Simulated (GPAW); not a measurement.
**Near-edge structure at the O K edge of TiO2 (Anatase, I4_1/amd)**

How does the O K edge of TiO2 (Anatase, I4_1/amd) move when the bonds are compressed or stretched?

Method: X-ray absorption from dipole matrix elements to empty bands, plane-wave PAW revPBE, in GPAW 26.7.0.

## (1) Set-up

The structure is tetragonal, space group I4_1/amd (No. 141). Conventional cell: a = 3.784 Å, b = 3.784 Å, c = 9.515 Å, α = 90.00°, β = 90.00°, γ = 90.00°. Ti has 6 O at 1.93 to 1.98 Å nearest. O has 3 Ti at 1.93 to 1.98 Å nearest. Farther neighbours and most contacts between anions are not listed.

## (2) Ground state of the crystal

The ground state comes first: it tells whether the system has a gap, which decides how the excited electron is treated.

File scf.py:

```python
import numpy as np
from ase import Atoms
from ase.parallel import parprint, paropen
from gpaw import GPAW, PW, FermiDirac, Mixer, MixerDif, setup_paths
from gpaw.test import gen
setup_paths.insert(0, '.')
gen('O', name='nch1s', xcname='revPBE', corehole=(1, 0, 0), write_xml=True)
from gpaw.mpi import world
world.barrier()

atoms = Atoms('Ti2O4',
    cell=[[-1.8921, 1.8921, 4.7573],
     [1.8921, -1.8921, 4.7573],
     [1.8921, 1.8921, -4.7573]],
    scaled_positions=[[0.75, 0.25, 0.5],
     [0, 0, 0],
     [0.7919, 0.7919, 0],
     [0.5419, 0.0419, 0.5],
     [0.9581, 0.4581, 0.5],
     [0.2081, 0.2081, 0]],
    pbc=True)
atoms.calc = calc = GPAW(legacy_gpaw=True, mode=PW(500, force_complex_dtype=True), xc='revPBE', setups={2: 'nch1s'},
    kpts={'size': (9, 9, 9), 'gamma': True}, occupations=FermiDirac(0.05),
    charge=0, mixer=Mixer(0.1, 5, 50), maxiter=150,
    convergence={'density': 0.0001, 'eigenstates': 1e-6}, txt='scf.txt')
energy = atoms.get_potential_energy() + calc.get_reference_energy()
ef = calc.get_fermi_level()
out = dict(energy=energy, fermi=ef, forces=atoms.get_forces().tolist())
parprint(f'all-electron energy {energy:.4f} eV, Fermi level {ef:.4f} eV')
ev = np.array([[calc.get_eigenvalues(k, s) for k in range(len(calc.get_ibz_k_points()))] for s in range(calc.get_number_of_spins())])
out['homo'], out['lumo'], out['counts'] = ev[ev < ef].max(), ev[ev > ef].min(), sorted(set((ev < ef).sum((0, 2)).tolist()))
out['filled'] = (ev[:, 0] < ef).sum(1).tolist()
import json
with paropen('out.json', 'w') as f:
    json.dump(out, f)
```

Run with:

```bash
$ OMP_NUM_THREADS=1 mpirun -n 4 gpaw python scf.py
```

Numbers of over 12 decimals in the logs are rounded to 6 here.

Output:

```text
Input parameters:
  convergence: {density: 0.0001,
                eigenstates: 1e-06}
  kpts: {gamma: True,
         size: (9, 9, 9)}
  maxiter: 150
  mixer: {backend: pulay,
          beta: 0.1,
          method: separate,
          nmaxold: 5,
          weight: 50}
  mode: {ecut: 500.0,
         force_complex_dtype: True,
         name: pw}
  occupations: {fixmagmom: False,
                name: fermi-dirac,
                width: 0.05}
  setups: {2: nch1s}
  xc: revPBE

Initialize ...

[... PAW data sets ...]

Reference energy: -54624.750496  # eV

Spin-paired calculation

[... convergence settings ...]
Symmetries present (total): 4
  [... symmetry matrices ...]

729 k-points: 9 x 9 x 9 Monkhorst-Pack grid
125 k-points in the irreducible part of the Brillouin zone
       k-points in crystal coordinates                weights
   0:     0.00000000    0.00000000    0.00000000          1/729
   1:     0.11111111   -0.11111111   -0.11111111          2/729
   2:     0.11111111   -0.11111111    0.00000000          4/729
   3:     0.11111111   -0.11111111    0.11111111          2/729
   4:     0.11111111    0.00000000   -0.11111111          4/729
   5:     0.11111111    0.00000000    0.00000000          4/729
   6:     0.11111111    0.11111111   -0.11111111          2/729
   7:     0.22222222   -0.22222222   -0.22222222          2/729
   8:     0.22222222   -0.22222222   -0.11111111          4/729
   9:     0.22222222   -0.22222222    0.00000000          4/729
          ...
 124:     0.44444444    0.44444444    0.44444444          8/729

Wave functions: Plane wave expansion
  Cutoff energy: 500.000 eV
  Number of coefficients (min, max): 1693, 1758
  Pulay-stress correction: 0.000000 eV/Ang^3 (de/decut=0.000000)
  Using FFTW library
  Wavefunction extrapolation:
    Improved wavefunction reuse through dual PAW basis

Occupation numbers: Fermi-Dirac:
  width: 0.0500  # eV

Eigensolver
   Davidson(niter=2)

Densities:
  Coarse grid: 30*30*30 grid
  Fine grid: 60*60*60 grid
  Total Charge: 0.000000

Density mixing:
  Method: separate
  Backend: pulay
  Linear mixing parameter: 0.1
  old densities: 5
  Width of damping distribution: 1.1
  Damping of long wavelength oscillations: 50

[... Hamiltonian set-up ...]
Number of atoms: 6
Number of atomic orbitals: 42
Number of bands in calculation: 33
Number of valence electrons: 48
Bands to converge: occupied

... initialized

Initializing position-dependent things.

Density initialized from atomic densities
Creating initial wave functions:
  33 bands from LCAO basis set

       O

         O

         Ti

       O O

       Ti

Atomic positions and initial magnetic moments

Positions:
   0 Ti     0.000000    1.892100    2.378650    ( 0.0000,  0.0000,  0.0000)
   1 Ti     0.000000    0.000000    0.000000    ( 0.0000,  0.0000,  0.0000)
   2 O     -0.000000    0.000000    7.534612    ( 0.0000,  0.0000,  0.0000)
   3 O      0.000000    1.892100    0.398662    ( 0.0000,  0.0000,  0.0000)
   4 O      0.000000    1.892100    4.358638    ( 0.0000,  0.0000,  0.0000)
   5 O      0.000000   -0.000000    1.979988    ( 0.0000,  0.0000,  0.0000)

Unit cell:
           periodic     x           y           z      points  spacing
  1. axis:    yes   -1.892100    1.892100    4.757300    30     0.1172
  2. axis:    yes    1.892100   -1.892100    4.757300    30     0.1172
  3. axis:    yes    1.892100    1.892100   -4.757300    30     0.0892

  Lengths:   5.458204   5.458204   5.458204
  Angles:  139.434593 139.434593  58.712803

Effective grid spacing dv^(1/3) = 0.1361

iter:   1   -57.178445
iter:   2   -51.948555   -0.93  -0.90
iter:   3   -48.537938   -0.08  -1.02
iter:   4   -48.534638   -1.31  -1.41
iter:   5   -49.097417   -1.74  -1.37
iter:   6   -48.475452   -1.06  -1.47
iter:   7   -48.475061   -2.03  -2.26
iter:   8   -48.536097   -1.71  -2.23
iter:   9   -48.472849   -2.79  -2.05
iter:  10   -48.477053   -3.61  -2.67
iter:  11   -48.477642c  -2.74  -2.59
iter:  12   -48.472875c  -3.85  -2.62
iter:  13   -48.472873c  -4.97  -3.76
iter:  14   -48.472876c  -5.94  -3.96
iter:  15   -48.472879c  -6.52c -4.05c

Converged after 15 iterations.

Dipole moment: (-6.377263, 6.377263, -0.000000) |e|*Ang

Energy contributions relative to reference atoms: (reference = -54624.750496)

Kinetic:        +53.174323
Potential:      -60.068495
External:        +0.000000
XC:             -42.065369
Entropy (-ST):   -0.000000
Local:           +0.486662
SIC:             +0.000000
--------------------------
Free energy:    -48.472879
Extrapolated:   -48.472879

Showing only first 2 kpts
 Kpt  Band  Eigenvalues  Occupancy
  0    22      3.79620    2.00000
  0    23      3.79628    2.00000
  0    24      6.41492    0.00000
  0    25      7.14762    0.00000

  1    22      3.46568    2.00000
  1    23      3.79226    2.00000
  1    24      7.27664    0.00000
  1    25      7.32638    0.00000

Fermi level: 5.37636

Gap: 2.157 eV
Transition (v -> c):
  (s=0, k=59, n=23, [0.44, -0.44, 0.00]) -> (s=0, k=0, n=24, [0.00, 0.00, 0.00])
Direct/indirect transitions are different
Direct gap: 2.494 eV
Transition at: (s=0, k=21, n=23, [0.22, 0.22, -0.22])

Forces in eV/Ang:
  0 Ti    0.00000    0.00000    0.00001
  1 Ti    0.00000    0.00000   -0.00001
  2 O     0.00000    0.00000   -0.19836
  3 O     0.00000    0.00000   -0.19833
  4 O     0.00000    0.00000    0.19832
  5 O     0.00000    0.00000    0.19837
Scalar-relativistic atomic revPBE calculation for O (Oxygen, Z=8)
Core hole in 1s state (1s occupation: 2.0)
300 radial gridpoints.
|------------------------------------------------|
|------------------------------------------------|
[... the atom generator's iteration count ...]

Energy contributions:
-------------------------
Kinetic:      +74.948550
XC:            -8.337853
Potential:   -141.669605
-------------------------
Total:        -75.058908

state      eigenvalue         ekin         rmax
-----------------------------------------------
1s^2.0 :   -18.924438    29.190860        0.129
2s^2.0 :    -0.881898     3.219331        0.871
2p^4.0 :    -0.329595     2.532042        0.821
-----------------------------------------------
(units: Bohr and Hartree)

Generating PAW setup
Kinetic energy of the core from tauc = 58.428538
Cutoffs:
rc(s)=1.300
rc(p)=1.130
rc(d)=1.170
rc(vbar)=1.300
rc(comp)=1.260
rc(nct)=1.300

Kinetic energy of the core states: 58.381721
Charge: 0.0
Core electrons: 2.0
Valence electrons: 6.0
Pseudo-core charge: 0.000732
Shape function alpha=6.299
Pseudo-electron charge 5.684612
state    eigenvalue         norm
--------------------------------
2s(2) :    -0.881898     1.082464
*s    :     0.118102
2p(4) :    -0.329595     0.879738
*p    :     0.670405
*d    :     0.000000
--------------------------------

Diagonalizing with gridspacing h=0.050

state   all-electron     PAW
-------------------------------
2s:      -0.881898    -0.883008
2p:      -0.329595    -0.333354
*d:                    0.048653
*f:                    0.076486
-------------------------------
all-electron energy -54673.2234 eV, Fermi level 5.3764 eV
```

The job ended after 80 s (4 MPI ranks of Arm Neoverse V1, shared host; peak memory 0.29 GiB; 5.3 min of CPU time).

The mesh shows a gap of 2.16 eV, so the hole is first treated in a charged cell, without the excited electron.

## (3) Reference energy of the supercell

The photon energy needs a difference of total energies, so the cell and mesh of the coming hole run are first run without a hole.

scf.py: that of step 2 with these lines changed.

```diff
@@ -10,15 +10,21 @@
 
-atoms = Atoms('Ti2O4',
-    cell=[[-1.8921, 1.8921, 4.7573],
-     [1.8921, -1.8921, 4.7573],
-     [1.8921, 1.8921, -4.7573]],
-    scaled_positions=[[0.75, 0.25, 0.5],
+atoms = Atoms('Ti4O8',
+    cell=[[3.7842, -3.7842, 0],
+     [3.7842, 3.7842, 0],
+     [-1.8921, 1.8921, 4.7573]],
+    scaled_positions=[[0, 0.25, 0.5],
+     [0.5, 0.75, 0.5],
      [0, 0, 0],
-     [0.7919, 0.7919, 0],
-     [0.5419, 0.0419, 0.5],
-     [0.9581, 0.4581, 0.5],
-     [0.2081, 0.2081, 0]],
+     [0.5, 0.5, 0],
+     [0.7919, 0, 0.5838],
+     [0.2919, 0.5, 0.5838],
+     [0.7919, 0.25, 0.0838],
+     [0.2919, 0.75, 0.0838],
+     [0.2081, 0.25, 0.9162],
+     [0.7081, 0.75, 0.9162],
+     [0.2081, 0, 0.4162],
+     [0.7081, 0.5, 0.4162]],
     pbc=True)
-atoms.calc = calc = GPAW(legacy_gpaw=True, mode=PW(500, force_complex_dtype=True), xc='revPBE', setups={2: 'nch1s'},
-    kpts={'size': (9, 9, 9), 'gamma': True}, occupations=FermiDirac(0.05),
+atoms.calc = calc = GPAW(legacy_gpaw=True, mode=PW(500, force_complex_dtype=True), xc='revPBE', setups={4: 'nch1s'},
+    kpts={'size': (4, 3, 4), 'gamma': True}, occupations=FermiDirac(0.02),
     charge=0, mixer=Mixer(0.1, 5, 50), maxiter=150,
```

Output:

```text
Input parameters:
  convergence: {density: 0.0001,
                eigenstates: 1e-06}
  kpts: {gamma: True,
         size: (4, 3, 4)}
  maxiter: 150
  mixer: {backend: pulay,
          beta: 0.1,
          method: separate,
          nmaxold: 5,
          weight: 50}
  mode: {ecut: 500.0,
         force_complex_dtype: True,
         name: pw}
  occupations: {fixmagmom: False,
                name: fermi-dirac,
[...]
warnings.warn('Using symmetrized grid: ({},{},{}).\n'.format(*N_c))
<dir> UserWarning: Initial realspace grid (28,28,30) inconsistent with symmetries.
  warnings.warn(
<dir> UserWarning: Using symmetrized grid: (30,28,30).

  warnings.warn('Using symmetrized grid: ({},{},{}).\n'.format(*N_c))
<dir> UserWarning: Using symmetrized grid: (30,28,30).

  warnings.warn('Using symmetrized grid: ({},{},{}).\n'.format(*N_c))
all-electron energy -109346.4485 eV, Fermi level 4.8948 eV
[key lines of the parts left out:]
Converged after 22 iterations.
Dipole moment: (-0.000000, 0.000000, 0.000000) |e|*Ang
Free energy:    -96.947592
Fermi level: 4.89482
```

It took 50 s on 4 MPI ranks; peak memory 0.28 GiB.

Reference energy: -109346.448 eV with the cores included.

(Continued in part 2 of 4.)

[Banner, clock and machine lines of the logs are left out without a mark of their own.]

[Logs are printed without paths, hosts, clocks, repeated set-up lines and the standing remarks that a program may print on its own settings, such as how far it seeks lower states.]

[Hosts, paths, dates, database ids (printed as entryN), source tags and the programs' standing remarks are cut or masked in the printed files.]

[Lists of maxima count a maximum above −3 eV only where it reaches 4 % of the highest in the window and stands out from its surroundings by 2 % of it (1.5 % where it reaches 55 %); shoulders and weaker maxima are passed over, and of the rest the first, up to two pre-edge ones and the few strongest are named.]
